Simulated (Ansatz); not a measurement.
## Quasiparticle gap of Be5Pt (F-43m)

How far does one-shot GW move the HSE06 gap of Be5Pt (F-43m)?

Program: Ansatz 0.2.0. Level of theory: HSE06, then G0W0 on it, plane waves, PAW. Results are calculated unless marked as measured.

**What was measured.**

- Gap 30 meV: upper bound on transport gap from Arrhenius analysis of resistivity; Arrhenius fit of electrical resistivity in diamond anvil cell; bulk crystal (arc-melted polycrystal, slightly Be-rich with Be inclusions) (“Remarkable low-energy properties of the pseudogapped semimetal Be5Pt”, 2020, arxiv:2005.08327).

**1. The structure**

Symmetry: F-43m, No. 216, cubic system. Conventional cell: a = 5.963 Å, b = 5.963 Å, c = 5.963 Å, α = 90.00°, β = 90.00°, γ = 90.00°. Nearest to Be lie 12 Be at 2.47 Å and 4 Pt at 2.58 Å. Nearest to Be lie 9 Be at 2.10 to 2.47 Å and 3 Pt at 2.47 Å. Pt has 16 Be at 2.47 to 2.58 Å nearest. Farther neighbours are not listed.

The cell and positions are those that the Materials Project relaxed with its own functionals (PBE, PBE+U or r2SCAN), kept fixed. Spin-orbit coupling is left out unless a step names it.

The logs state that the PAW files were generated under PBE.

**2. HSE06 levels on the mesh and at listed points**

HSE06 mixes in a quarter of exact exchange at short range.

This step: DFT, HSE06, plane waves, PAW; PAW set soft_1.

input.yaml

```yaml
crystal:
  lattice:
    - [0.0, 2.98130207, 2.98130207]
    - [2.98130207, 0.0, 2.98130207]
    - [2.98130207, 2.98130207, 0.0]
  atoms:
    - { symbol: Be, position: [0.25, 0.25, 0.25] }
    - { symbol: Be, position: [0.62426262, 0.62426262, 0.12721213] }
    - { symbol: Be, position: [0.62426262, 0.12721213, 0.62426262] }
    - { symbol: Be, position: [0.12721213, 0.62426262, 0.62426262] }
    - { symbol: Be, position: [0.62426262, 0.62426262, 0.62426262] }
    - { symbol: Pt, position: [0.0, 0.0, 0.0] }
kpoints:
  mp_grid: { grid: [4, 4, 4] }
  band_path:
    path:
      - [0.0, 0.0, 0.0]
      - [-0.5, -0.5, 0.0]
      - [-0.375, -0.375, 0.25]
      - [-0.375, 0.0, 0.375]
      - [0.0, 0.0, 0.5]
      - [-0.5, -0.25, 0.25]
      - [-0.15, 0.0, 0.15]
    npoints: 1
hamiltonian:
  xc: hse06
  pseudopotentials: { kind: paw, azcp: { folder: soft_1 } }
scf:
  occupations: { method: fixed }
  n_extra_bands: 6
output:
  eigenvalues: true
  write_density: true
  write_potential: true
  elf: true
  volumetric_format: npy
```

Run with:

```bash
ansatz run input.yaml --threads 4 --pin off --max-ram 138240MiB --backend cuda --events-out ev --progress --plain --runs-dir out --devices 1 --max-vram 26GiB
```

Numbers of over 12 decimals in the logs are rounded to 6 here.

Log:

```text
scf.n_extra_bands = 6 over 14 filled bands (N_el = 28.0): the run solves 20 bands
GPUs: using 1 of 1 available (devices: 1).
Engine: ansatz 0.2.0, x86_64-unknown-linux-gnu
Pseudopotentials: kind: paw
Pseudopotential: Be, paw, valence charge 2, recommended cutoff 420 eV (normal), soft_1/Be.paw.azcp
Pseudopotential: Pt, paw, valence charge 18, recommended cutoff 420 eV (normal), soft_1/Pt.paw.azcp
Functional definition: HSE06
  parameter a = 0.25
  parameter omega = 0.11/bohr
  exchange = pbe_x - a*pbe_x_sr(omega) + a*exact_x_sr(omega)
  correlation = pbe_c
davidson cushion auto → on  (no smearing: the cushion is to keep the highest requested band from converging to the state above it; pin scf.eigensolver.cushion to override)
device memory: the entry about to start is reckoned to put 1.2 GiB on a device that reports 56.6 GiB free (of which the cap on the GPU budget leaves the run 26.0 GiB)
GPU FFT provider: cuFFT
GPU libraries: cuBLAS 13.8.2, cuFFT 12.4.0, cuSOLVER 12.3.4
Crystal: 6 atoms, lattice volume = 52.997 Å³
Basis set: ecut = 420 eV, 1037 PW (Γ)
Bands: 20, of which v1, the nominal top of the filled ones, is band 14 counted from 1 (13 counted from 0)
Symmetry: 24 space group operations
Space group: F-43m (ITA 216), of the structure as read, at distance tolerance 3.8e-5 Å
k-points: 8 of 64 (time reversal used)
Non-local potential: Be, projectors of the file, l = 0: 2, l = 1: 2, l = 2: 1
Non-local potential: Pt, projectors of the file, l = 0: 3, l = 1: 2, l = 2: 2, l = 3: 1
PAW form: soft (Blöchl's): semilocal exchange-correlation on the pseudo side does not see the compensation charge
PAW frozen core: Be, regenerated for the run's functional, and the local potential with it (the file was generated under x = pbe(κ = 0.804, μ = 0.219515), c = pbe(β = 0.066725))
PAW frozen core: Pt, regenerated for the run's functional, and the local potential with it (the file was generated under x = pbe(κ = 0.804, μ = 0.219515), c = pbe(β = 0.066725))
PAW one-centre angular grid: Be, 110 points (default); XC on 64 Gauss nodes
PAW one-centre angular grid: Pt, 590 points (default); XC on 64 Gauss nodes
Initial density: superposition of atomic densities (chi_scale 0.1, normalization cell, long waves kept (reshape's long-wave potential 0.00 eV rms))
Initial wavefunctions: pseudopotential atomic-orbital guess
GPU buffer pool allocated for 27000 grid points (all kernels)
GPU transforms: local potential and band sums: pruned to the plane-wave sphere, on 30×30×30
Functional: x = pbe(κ = 0.804, μ = 0.219515), c = pbe(β = 0.066725), warm-up for x = pbe(κ = 0.804, μ = 0.219515) + 0.25 (exact − pbe) at short range (hse, ω = 0.207870 Å⁻¹), c = pbe(β = 0.066725); HSE06 as pw.x's `hse` composes it (authors' and Libxc's form: `xc: wpbeh`)
SCF iter   1: F=—  HF=-12998.996771 eV  |F-HF|=—  |Δ(HF+E_count)|=         —  Δρ=2.05e-1  dr2=4.24e1  ethr=1.00e-1  ⟨swp⟩=5.2  Hψ=624  notcnv=0
preconditioner: auto → none  [insulator: Δε(μ)=1.326 eV  Ē_g=9.113 eV  n_scr=14 (ndim 8)  ℏωp=22.8 eV  f_vac=0.000]
SCF iter   2: F=—  HF=-13004.489554 eV  |F-HF|=—  |Δ(HF+E_count)|=    5.49e0  Δρ=2.31e-1  dr2=4.72e1  ethr=1.00e-1  ⟨swp⟩=3.0  Hψ=492  notcnv=0
iter 3 solved again at ethr=8.63e-3 eV; its pass at ethr=1.00e-1 eV (dr2=2.42e0 eV) is discarded
SCF iter   3: F=—  HF=-12991.765410 eV  |F-HF|=—  |Δ(HF+E_count)|=    1.27e1  Δρ=5.04e-2  dr2=2.41e0  ethr=8.63e-3  ⟨swp⟩=2.0  Hψ=736  notcnv=0
SCF iter   4: F=—  HF=-12991.326417 eV  |F-HF|=—  |Δ(HF+E_count)|=   4.39e-1  Δρ=2.10e-2  dr2=3.75e-1  ethr=8.62e-3  ⟨swp⟩=3.2  Hψ=430  notcnv=0  defer=1
SCF iter   5: F=—  HF=-12991.250305 eV  |F-HF|=—  |Δ(HF+E_count)|=   7.61e-2  Δρ=2.02e-3  dr2=1.77e-3  ethr=1.34e-3  ⟨swp⟩=2.2  Hψ=354  notcnv=0
SCF iter   6: F=—  HF=-12991.250242 eV  |F-HF|=—  |Δ(HF+E_count)|=   6.29e-5  Δρ=4.04e-4  dr2=8.42e-5  ethr=6.31e-6  ⟨swp⟩=3.8  Hψ=493  notcnv=0
SCF iter   7: F=—  HF=-12991.250245 eV  |F-HF|=—  |Δ(HF+E_count)|=   2.71e-6  Δρ=3.85e-4  dr2=1.65e-4  ethr=3.01e-7  ⟨swp⟩=3.0  Hψ=452  notcnv=0
SCF iter   8: F=—  HF=-12991.250220 eV  |F-HF|=—  |Δ(HF+E_count)|=   2.44e-5  Δρ=2.28e-4  dr2=5.90e-5  ethr=3.01e-7  ⟨swp⟩=2.0  Hψ=352  notcnv=0
SCF iter   9: F=-12991.250203 eV  HF=-12991.250209 eV  |F-HF|=5.83e-6  |Δ(HF+E_count)|=   1.15e-5  Δρ=7.50e-5  dr2=6.42e-6  ethr=2.11e-7  ⟨swp⟩=2.0  Hψ=352  notcnv=0
SCF 1 stopped early in 9 iterations: F = -12991.250203 eV  dr2 = 6.42e-6
  greatest PAW one-centre occupation: 1.000 electrons in one spin orbital (limit 2), on the Pt atom at site 5 (counted from 0), in its partial waves of l = 0
device memory: the entry about to start is reckoned to put 1.9 GiB on a device that reports 56.5 GiB free (of which the cap on the GPU budget leaves the run 26.0 GiB)
GPU FFT provider: cuFFT
GPU libraries: cuBLAS 13.8.2, cuFFT 12.4.0, cuSOLVER 12.3.4
Initial density: handed on by an earlier stage of this run
Initial wavefunctions: those handed on with the density
GPU buffer pool allocated for 27000 grid points (all kernels)
GPU transforms: local potential and band sums: pruned to the plane-wave sphere, on 30×30×30
Functional: x = pbe(κ = 0.804, μ = 0.219515) + 0.25 (exact − pbe) at short range (hse, ω = 0.207870 Å⁻¹), c = pbe(β = 0.066725); HSE06 as pw.x's `hse` composes it (authors' and Libxc's form: `xc: wpbeh`)
Exchange kernel: α = 0.2500, screened, ω = 0.2079 Å⁻¹, Wigner–Seitz truncation, v(0) = 1033.3559 eV·Å³, q-mesh 4×4×4, nearest image of the exchange supercell L = 16.86 Å, pair-density grid 18×18×18, without the augmentation charges, whose exchange is taken in its separable form by FFT convolution over the k-point mesh (sized by the pseudopotential files, 24×24×24 at the most), smooth part of the exact exchange by density-matrix convolution in up to 1.28 GiB of GPU memory as planned if the GPU has room (build and FFT work areas not counted)
Frozen-core exchange: fock
SCF iter   1: F=—  HF=-12994.241594 eV  |F-HF|=—  |Δ(HF+E_count)|=         —  Δρ=9.53e-3  dr2=1.07e-1  ethr=2.29e-7  ⟨swp⟩=7.1  Hψ=850  notcnv=0
preconditioner: auto → none  [insulator: Δε(μ)=0.628 eV  Ē_g=11.139 eV  n_scr=14 (ndim 8)  ℏωp=22.8 eV  f_vac=0.000]
SCF iter   2: F=—  HF=-12994.227988 eV  |F-HF|=—  |Δ(HF+E_count)|=   1.36e-2  Δρ=7.12e-3  dr2=6.09e-2  ethr=2.29e-7  ⟨swp⟩=5.0  Hψ=641  notcnv=0
SCF iter   3: F=—  HF=-12994.215335 eV  |F-HF|=—  |Δ(HF+E_count)|=   1.27e-2  Δρ=9.30e-4  dr2=1.39e-3  ethr=2.29e-7  ⟨swp⟩=5.0  Hψ=682  notcnv=0
SCF iter   4: F=—  HF=-12994.218938 eV  |F-HF|=—  |Δ(HF+E_count)|=   3.60e-3  Δρ=4.74e-4  dr2=2.39e-4  ethr=2.29e-7  ⟨swp⟩=4.6  Hψ=586  notcnv=0
SCF iter   5: F=—  HF=-12994.218872 eV  |F-HF|=—  |Δ(HF+E_count)|=   6.62e-5  Δρ=6.66e-5  dr2=1.51e-5  ethr=2.29e-7  ⟨swp⟩=3.1  Hψ=453  notcnv=0
SCF iter   6: F=—  HF=-12994.218944 eV  |F-HF|=—  |Δ(HF+E_count)|=   7.24e-5  Δρ=1.64e-4  dr2=2.01e-5  ethr=1.49e-8  ⟨swp⟩=4.4  Hψ=506  notcnv=0
SCF iter   7: F=-12994.218939 eV  HF=-12994.218939 eV  |F-HF|=1.28e-7  |Δ(HF+E_count)|=   4.88e-6  Δρ=1.42e-5  dr2=6.04e-7  ethr=1.49e-8  ⟨swp⟩=3.0  Hψ=475  notcnv=0
SCF 2 stopped early in 7 iterations: F = -12994.218939 eV  dr2 = 6.04e-7
hybrid outer 1: dexx = +4.263e-3 eV, tail = 7.56e-6 eV
GPU FFT provider: cuFFT
GPU libraries: cuBLAS 13.8.2, cuFFT 12.4.0, cuSOLVER 12.3.4
GPU buffer pool allocated for 27000 grid points (all kernels)
GPU transforms: local potential and band sums: pruned to the plane-wave sphere, on 30×30×30
Exchange kernel: α = 0.2500, screened, ω = 0.2079 Å⁻¹, Wigner–Seitz truncation, v(0) = 1033.3559 eV·Å³, q-mesh 4×4×4, nearest image of the exchange supercell L = 16.86 Å, pair-density grid 18×18×18, without the augmentation charges, whose exchange is taken in its separable form by FFT convolution over the k-point mesh (sized by the pseudopotential files, 24×24×24 at the most), smooth part of the exact exchange by density-matrix convolution in up to 1.28 GiB of GPU memory as planned if the GPU has room (build and FFT work areas not counted)
Frozen-core exchange: fock
SCF iter   1: F=—  HF=-12994.218919 eV  |F-HF|=—  |Δ(HF+E_count)|=         —  Δρ=3.33e-5  dr2=1.23e-7  ethr=1.35e-7  ⟨swp⟩=3.0  Hψ=390  notcnv=0
preconditioner: auto → none  [insulator: Δε(μ)=0.702 eV  Ē_g=11.058 eV  n_scr=14 (ndim 8)  ℏωp=22.8 eV  f_vac=0.000]
SCF iter   2: F=-12994.218919 eV  HF=-12994.218919 eV  |F-HF|=5.50e-8  |Δ(HF+E_count)|=   2.51e-8  Δρ=1.43e-5  dr2=7.48e-8  ethr=3.95e-10  ⟨swp⟩=4.1  Hψ=475  notcnv=0
SCF 3 converged in 2 iterations: F = -12994.218919 eV  dr2 = 7.48e-8
hybrid outer 2: dexx = +1.120e-7 eV, tail = 1.58e-7 eV, Δε = 1.29e-3 eV (about 1.83e-4 eV left of the loop's levels)
device memory: the entry about to start is reckoned to put 0.4 GiB on a device that reports 56.5 GiB free (of which the cap on the GPU budget leaves the run 26.0 GiB)
NSCF: frozen V_eff on 7 k-points
hybrid SCF converged: 2 outer / 9 inner (+9 warm-up), last move |dexx| = 1.12e-7 eV, tail = 1.58e-7 eV
Stability not checked: this state was not tested for a lower state beside it, because the functional holds exact exchange (a hybrid, or Hartree-Fock), whose exchange loop this test does not read (fock_operator; see scf.lower_state_search)
Free energy (F): -12994.218919 eV
Frozen-core exchange: fock
Harris-Foulkes:  -12994.218919 eV  (|F-HF|=5.50e-8)
Internal energy: -12994.218919 eV  (E = F + TS)
E sigma→0 (E₀):  -12994.218919 eV
Fermi energy:    12.383988 eV
--- Per-component energies (eV) ---
  E_band       = -309.380453
  E_kinetic    = 702.159209
  E_local      = -2457.783556  (includes V_loc(G=0)·N_el)
  E_nonlocal   = 221.007652
  E_hartree    = 989.744530
  E_xc         = -271.690615
  E_vxc        = -302.610682  (∫ρ·V_xc dr)
  E_exx        = -77.310392  (= α·E_x^exact, valence–valence)
  E_paw        = -9767.629467  (= ΣΔE_a)
  E_vpaw       = -297.036840  (= ΣTr[D̂ρ^β])
  E_aug_tail   = 0.001123  (compensation charges beyond the density's cutoff)
  E_ewald      = -2330.646427
  E_core_change = -2.070975  (= ΣΔE_core)
  E_smearing   = -0.000000  (= −TS)
  E_closure    = -0.000000  (closes the sum)
  Σ components = -12994.218919   (vs F -12994.218919, Δ=1.82e-12)
--- Band table (eV; the first three rows and the last of 8) ---
  k-point 0: bands = [... 10 lower, 8.1639, 12.3840, 12.3840, 12.3840, 15.7749, 16.4203, 16.4203, 16.4203, ... 2 higher]
  k-point 1: bands = [... 10 lower, 7.9800, 9.9397, 11.7920, 11.7920, 15.6120, 15.6120, 16.1483, 18.2458, ... 2 higher]
  k-point 2: bands = [... 10 lower, 7.3664, 9.2650, 10.6636, 10.6636, 15.6185, 15.6185, 16.6444, 18.7463, ... 2 higher]
  k-point 7: bands = [... 10 lower, 7.7905, 7.9075, 8.9733, 12.0499, 13.1673, 16.7757, 17.3171, 19.8650, ... 2 higher]
```

Elapsed: 9.7 s, on 1 × NVIDIA H100 80GB HBM3 (shared by 3 runs) with 4 threads of AMD EPYC 7R13 (Zen 3), shared host; peak memory 1.1 GiB; 16 s of CPU time.

In the SCF lines HF is the Harris–Foulkes energy and dr2 the Hartree energy of the density residual, in eV; the loop may stop once dr2 is under the threshold and the program's other checks hold. Hψ counts applications of the Hamiltonian.

This step gave:

```yaml
gap: 0.3746 eV
valence_top_at: k = (-0.150, 0.000, 0.150)
conduction_bottom_at: X
least_direct_gap: 1.117 eV
exact_exchange_fraction: 0.25
```

Over mesh and listed points the gap is 0.375 eV, from k = (-0.150, 0.000, 0.150) to k = (-0.500, -0.500, 0.000). The least direct gap found is 1.117 eV, at k = (-0.500, -0.250, 0.250). On the 4×4×4 mesh alone the same run gives 0.702 eV, so that mesh misses an edge of HSE06: 0.702 − 0.375 = +0.327 eV. The program's warnings for this run: metallic iterate.

ELF in the ac plane of a cell with a along [110], b along [-110] and c along [001] of the cube at fractional y = 0.000, with atoms of Be and Pt within 0.2 Å of it. It is the smooth field of the valence electrons, not physical close to the nuclei.

Ten even steps from '0' (0.00) to '9' (0.89), each cell a mean:
```
664355454356664355454356
554454355445554454355445
434541135533434541135533
445520014554445520014554
655420013456655420013456
765432223467765432223467
986444444578986444444578
996444443589996444443589
973124531159973124531159
840015630027840015630027
630026640015630026640015
554357764345554357764345
445677776654445677776654
444566676434444566676434
654466665356654466665356
664355554356664355554356
```
Columns run along a (8.4 Å), rows up along c (6.0 Å), edges of the conventional cell, whose origin can differ from the input's. Atoms in or near the plane, at fractional coordinates: Be at (0.75, 0.75), Be at (0.25, 0.75), Be at (0.88, 0.38), Be at (0.38, 0.38), Be at (0.62, 0.38), Be at (0.12, 0.38), Pt at (0.50, 0.00), Pt at (0.00, 0.00).

Electrostatic potential energy in the ac plane of a cell with a along [110], b along [-110] and c along [001] of the cube at fractional y = 0.000, with atoms of Be and Pt within 0.2 Å of it. With pseudopotentials it is smooth inside the atoms' cores, unlike the true potential.

Values in eV, 9 rows by 16 columns, each cell a mean:
```
-48 -19  10  11  11  12  -5 -44 -48 -19  10  11  11  12  -5 -44
  2  10   9 -10 -15   4  11   4   2  10   9 -10 -15   4  11   4
 12  13   7 -17 -23   1  12  12  12  13   7 -17 -23   1  12  12
 10  12  12   9   7  11  12  11  10  12  12   9   7  11  12  11
 11   1  -2   9  11   2  -2   9  11   1  -2   9  11   2  -2   9
  6 -20 -26   0   6 -19 -26   0   6 -20 -26   0   6 -19 -26   0
 11   2  -1   8  10   1  -1   9  11   2  -1   8  10   1  -1   9
-10   5  12  11  10  12   9  -6 -10   5  12  11  10  12   9  -6
-53 -27  10  12  12  12 -10 -50 -53 -27  10  12  12  12 -10 -50
```
Columns run along a (8.4 Å; values clipped at the 3rd and 97th percentile), rows up along c (6.0 Å), edges of the conventional cell, whose origin can differ from the input's. Atoms in or near the plane, at fractional coordinates: Be at (0.75, 0.75), Be at (0.25, 0.75), Be at (0.88, 0.38), Be at (0.38, 0.38), Be at (0.62, 0.38), Be at (0.12, 0.38), Pt at (0.50, 0.00), Pt at (0.00, 0.00).

(Continued in part 2 of 3.)

[Paths, hosts, dates, memory and timing lines, banners, echoed tables and standing remarks are left out of the program output.]

[Logs are printed without paths, hosts, clocks, repeated set-up lines and the standing remarks that a program may print on its own settings, such as how far it seeks lower states.]

[Runs of the session that timed out or met a known fault of the program may be left out.]

[Cells called generated may have been cut or substituted from an entry of the Crystallography Open Database or the Materials Project.]

[Hosts, paths, dates, database ids (printed as entryN), source tags and the programs' standing remarks are cut or masked in the printed files.]

[Where an RPA ε∞ is given, it is that of the G0W0 mesh and is not shown converged in it. Names of k-points follow the symmetry that the program found, which can be lower than the space group named. Band edges on a path are those of the sampled points; other points can move an edge, and change direct to indirect where valleys lie close.]

[Hybrid gaps are those of their k-mesh and are not shown converged in it.]
